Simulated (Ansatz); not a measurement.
# Binding across the interface in twisted Zr2CO2 MXene bilayer, 38.21° (70 atoms), part 3 of 3

Aim: the interaction energy between the two parts of twisted Zr2CO2 MXene bilayer, 38.21° (70 atoms) and its distance dependence.

Ansatz 0.2.0; Kohn-Sham DFT, revPBE+D4, PAW (set soft_2), plane waves.

So far. Step 3 (Relaxation): The relaxation converged after 3 steps, 0.374 eV below its start, with a largest force component of 0.038 eV/Å. Step 6 (The upper part alone): The whole (-136841.575 eV) less the lower (-68420.225 eV) and the upper part (-68420.225 eV) leaves -1.125 eV.

## Step 7: Upper part moved by +0.3 Å

Moving the upper part rigidly maps the well in which it sits.

File input.yaml:

```yaml
crystal:
  lattice:
    - [8.7574, 0.0, 0.0]
    - [-4.3787, 7.58413, 0.0]
    - [0.0, 0.0, 26.08]
  atoms:
    - { symbol: C, position: [4.0e-05, 0.00038, 0.3576] }
    - { symbol: Zr, position: [0.19049, 0.23788, 0.41086] }
    - { symbol: Zr, position: [0.238, 0.04774, 0.30413] }
    - { symbol: O, position: [0.23885, 0.04713, 0.44545] }
    - { symbol: O, position: [0.1905, 0.23845, 0.26919] }
    - { symbol: C, position: [0.1427, 0.42906, 0.35758] }
    [... 58 atom lines left out ...]
    - { symbol: O, position: [0.64416, 0.26407, 0.56609] }
    - { symbol: C, position: [0.02552, 0.16998, 0.65373] }
    - { symbol: Zr, position: [0.78753, 0.9793, 0.70711] }
    - { symbol: Zr, position: [0.83523, 0.21711, 0.60041] }
    - { symbol: O, position: [0.83525, 0.21755, 0.74221] }
    - { symbol: O, position: [0.78728, 0.97896, 0.56516] }
kpoints:
  mp_grid: { grid: [3, 3, 1] }
hamiltonian:
  xc: revpbe
  dispersion: d4
scf:
  occupations: { method: fermi_dirac, width: 0.025 }
output:
  forces: true
  eigenvalues: true
```

On the command line:

```console
ansatz run input.yaml --threads 4 --pin off --max-ram 15872MiB --backend cpu --events-out ev --progress --plain --runs-dir out
```

Numbers of over 12 decimals in the logs are rounded to 6 here.

What it wrote:

```text
[...]
Crystal: 70 atoms, lattice volume = 1732.162 Å³
Basis set: ecut = 420 eV, 33921 PW (Γ), exchange–correlation on 120×120×360 points (8 copies of the dense FFT grid, shifted against one another)
Bands: 350, of which v1, the nominal top of the filled ones, is band 280 counted from 1 (279 counted from 0)
Symmetry: 1 space group operations
[...]
k-points: 5 of 9 (time reversal used)
[...]
SCF iter   1: F=—  HF=-136841.550098 eV  |F-HF|=—  |Δ(HF+E_count)|=         —  Δρ=4.15e-3  dr2=5.10e-1  ethr=1.77e-3  ⟨swp⟩=6.8  Hψ=7075  notcnv=0  defer=177
[...]
SCF iter  10: F=-136841.480499 eV  HF=-136841.480499 eV  |F-HF|=6.29e-9  |Δ(HF+E_count)|=   7.76e-8  Δρ=1.84e-6  dr2=5.85e-8  ethr=1.79e-11  ⟨swp⟩=13.2  Hψ=7963  notcnv=0
SCF 1 converged in 10 iterations: F = -136841.480499 eV  dr2 = 5.85e-8
[...]
SCF converged after 10 iterations
Free energy (F): -136841.480499 eV
[...]
Internal energy: -136841.480499 eV  (E = F + TS)
E sigma→0 (E₀):  -136841.480499 eV
Fermi energy:    4.604652 eV
[...]
--- Forces (eV/Å), atoms counted from 1 ---
  atom   1  C      0.00563874    -0.00559585     0.02316264
  atom   2  Zr    -0.01534205     0.00916998    -0.01204993
  atom   3  Zr     0.00311892     0.00422492     0.00512294
  atom   4  O     -0.04004604     0.03438888     0.09979723
  atom   5  O      0.00347072     0.00076300     0.00558008
  atom   6  C      0.01647407    -0.00682954    -0.00499684
  atom   7  Zr    -0.02088108     0.01125045    -0.00282397
  atom   8  Zr     0.00309767    -0.00031155     0.00809793
  atom   9  O      0.04775302     0.01749871     0.07294269
  atom  10  O      0.00739339     0.00559116     0.01162782
  atom  11  C     -0.01179214    -0.00930781     0.01663269
  atom  12  Zr    -0.00544230    -0.00805479     0.00761161
  atom  13  Zr     0.01425296    -0.00319417    -0.00670883
  atom  14  O     -0.02435232    -0.00525842     0.05287810
[...]
atom  69  O     -0.00249456     0.00441062    -0.01024595
  atom  70  O      0.00150801     0.01892061    -0.01693450
  max |Σ_I F_I| component: 2.43e-5 eV/Å
--- Band table (eV; the first three rows and the last of 5) ---
[...]
```

Elapsed: 2.7 min, on 4 threads of Arm Neoverse V1, shared host; peak memory 9.6 GiB.

Upper part moved by +0.3 Å: the energy stands 0.0941 eV above that of the reference.

## Step 8: Upper part moved by -0.3 Å

Another point of the curve.

Input and log are left out; they have the form of those shown for this kind of step.

Elapsed: 2.7 min, on 4 threads of Arm Neoverse V1, shared host; peak memory 9.6 GiB; 11 min of CPU time.

Upper part moved by -0.3 Å: the energy stands 0.144 eV above that of the reference.

## Step 9: Upper part moved by +0.8 Å

Another point of the curve.

input.yaml, as its differences from that of step 7:

```diff
@@ -13,8 +13,8 @@
     [... 58 atom lines left out ...]
-    - { symbol: O, position: [0.64416, 0.26407, 0.56609] }
-    - { symbol: C, position: [0.02552, 0.16998, 0.65373] }
-    - { symbol: Zr, position: [0.78753, 0.9793, 0.70711] }
-    - { symbol: Zr, position: [0.83523, 0.21711, 0.60041] }
-    - { symbol: O, position: [0.83525, 0.21755, 0.74221] }
-    - { symbol: O, position: [0.78728, 0.97896, 0.56516] }
+    - { symbol: O, position: [0.64416, 0.26407, 0.58526] }
+    - { symbol: C, position: [0.02552, 0.16998, 0.6729] }
+    - { symbol: Zr, position: [0.78753, 0.9793, 0.72628] }
+    - { symbol: Zr, position: [0.83523, 0.21711, 0.61958] }
+    - { symbol: O, position: [0.83525, 0.21755, 0.76138] }
+    - { symbol: O, position: [0.78728, 0.97896, 0.58433] }
 kpoints:
```

What it wrote:

```text
[...]
Crystal: 70 atoms, lattice volume = 1732.162 Å³
Basis set: ecut = 420 eV, 33921 PW (Γ), exchange–correlation on 120×120×360 points (8 copies of the dense FFT grid, shifted against one another)
Bands: 350, of which v1, the nominal top of the filled ones, is band 280 counted from 1 (279 counted from 0)
Symmetry: 1 space group operations
[...]
k-points: 5 of 9 (time reversal used)
[...]
SCF iter   1: F=—  HF=-136841.271025 eV  |F-HF|=—  |Δ(HF+E_count)|=         —  Δρ=3.92e-3  dr2=3.99e-1  ethr=1.77e-3  ⟨swp⟩=7.4  Hψ=7084  notcnv=0  defer=174
[...]
SCF iter   5: F=—  HF=-136841.217904 eV  |F-HF|=—  |Δ(HF+E_count)|=   1.06e-3  Δρ=1.60e-4  dr2=4.59e-4  ethr=1.27e-6  ⟨swp⟩=2.0  Hψ=2304  notcnv=0  defer=147
[...]
SCF iter   9: F=—  HF=-136841.219152 eV  |F-HF|=—  |Δ(HF+E_count)|=   2.14e-7  Δρ=6.38e-6  dr2=7.58e-7  ethr=3.49e-10  ⟨swp⟩=2.0  Hψ=2318  notcnv=0  defer=147
SCF iter  10: F=-136841.219152 eV  HF=-136841.219152 eV  |F-HF|=2.47e-9  |Δ(HF+E_count)|=   1.45e-7  Δρ=1.24e-6  dr2=2.41e-8  ethr=1.79e-11  ⟨swp⟩=15.0  Hψ=7999  notcnv=0
SCF 1 converged in 10 iterations: F = -136841.219152 eV  dr2 = 2.41e-8
[...]
SCF converged after 10 iterations
Free energy (F): -136841.219152 eV
[...]
Internal energy: -136841.219152 eV  (E = F + TS)
E sigma→0 (E₀):  -136841.219152 eV
Fermi energy:    4.605174 eV
[...]
Σ components = -136841.219152   (vs F -136841.219152, Δ=0.00e0)
--- Forces (eV/Å), atoms counted from 1 ---
  atom   1  C      0.00510603    -0.00556864     0.02031647
  atom   2  Zr    -0.01369347     0.01074907    -0.01764500
  atom   3  Zr     0.00321294     0.00425717     0.00285080
  atom   4  O     -0.06284245     0.05257800     0.13496315
[...]
atom  70  O      0.00354292     0.02758541    -0.00878169
  max |Σ_I F_I| component: 5.53e-6 eV/Å
--- Band table (eV; the first three rows and the last of 5) ---
[...]
```

It took 2.7 min on 4 threads; peak memory 9.6 GiB; 11 min of CPU time.

Upper part moved by +0.8 Å: the energy stands 0.355 eV above that of the reference.

## Step 10: Upper part moved by +1.6 Å

Another point of the curve.

Input and log are left out; they have the form of those shown for this kind of step.

Elapsed: 3 min, on 4 threads of Arm Neoverse V1, shared host; peak memory 9.6 GiB; 12 min of CPU time.

Upper part moved by +1.6 Å: the energy stands 0.684 eV above that of the reference.

## Step 11: Interaction energy

Whole cell less its two parts, each frozen at the geometry of the whole and solved in the same cell with the same functional, so that energy zeros cancel. The upper part is 'layer 2' and the lower part 'layer 1'. The nearest atoms of the two parts stand 2.90 Å apart. The face is 66.42 Å².

```csv
functional,interaction energy (eV),"of it, the added dispersion term (eV)",per area (meV/Å²),per area (J/m²),per atom of the upper part (meV)
revPBE+D4,-1.125,-1.715,-16.9,-0.27,-32.1
```

## Step 12: Energy against separation

The upper part is moved rigidly along the normal from its place in the reference.

```csv
shift (Å),energy change (eV),per area (meV/Å²),share of the binding lost (%),gap (eV)
-0.3,0.144,2.16,-,1.11
+0.0,0.000,0.00,-,1.12
+0.3,0.094,1.42,8,1.12
+0.8,0.355,5.35,32,1.12
+1.6,0.684,10.30,61,1.12
```

## Step 13: Levels of whole and parts

```csv
cell,gap (eV),"vacuum level at the upper face, over the highest filled level, or over E_F where no gap is given (eV)",moment (μB)
whole,1.12,5.19,no spin
lower part,1.12,5.15,no spin
upper part,1.12,5.18,no spin
```

## Step 14: Findings

The parts bind with 16.9 meV/Å² (1.12 eV for the cell) at the level revPBE+D4, the size of van der Waals binding between sheets. The added dispersion term contributes -1.715 eV, the functional itself 0.590 eV. The curvature over ±0.3 Å is 0.64×10²⁰ N/m³, and the energy rises faster on the near side. At +1.6 Å, 61 % of the binding is lost; the shift also narrows the vacuum to the periodic image. On the run's k-points the gap of the whole, 1.12 eV, lies 0.0038 eV under the smaller of the parts'.

**Limits.** The parts are frozen, so the energy of their deformation isn't counted. No correction is made for dipoles across the vacuum, and the parts also feel their periodic images through it.

The DFT runs together took 28 min of wall time.

[Logs are printed without paths, hosts, clocks, repeated set-up lines and the standing remarks that a program may print on its own settings, such as how far it seeks lower states.]

[Hosts, paths, dates, database ids (printed as entryN), source tags and the programs' standing remarks are cut or masked in the printed files.]
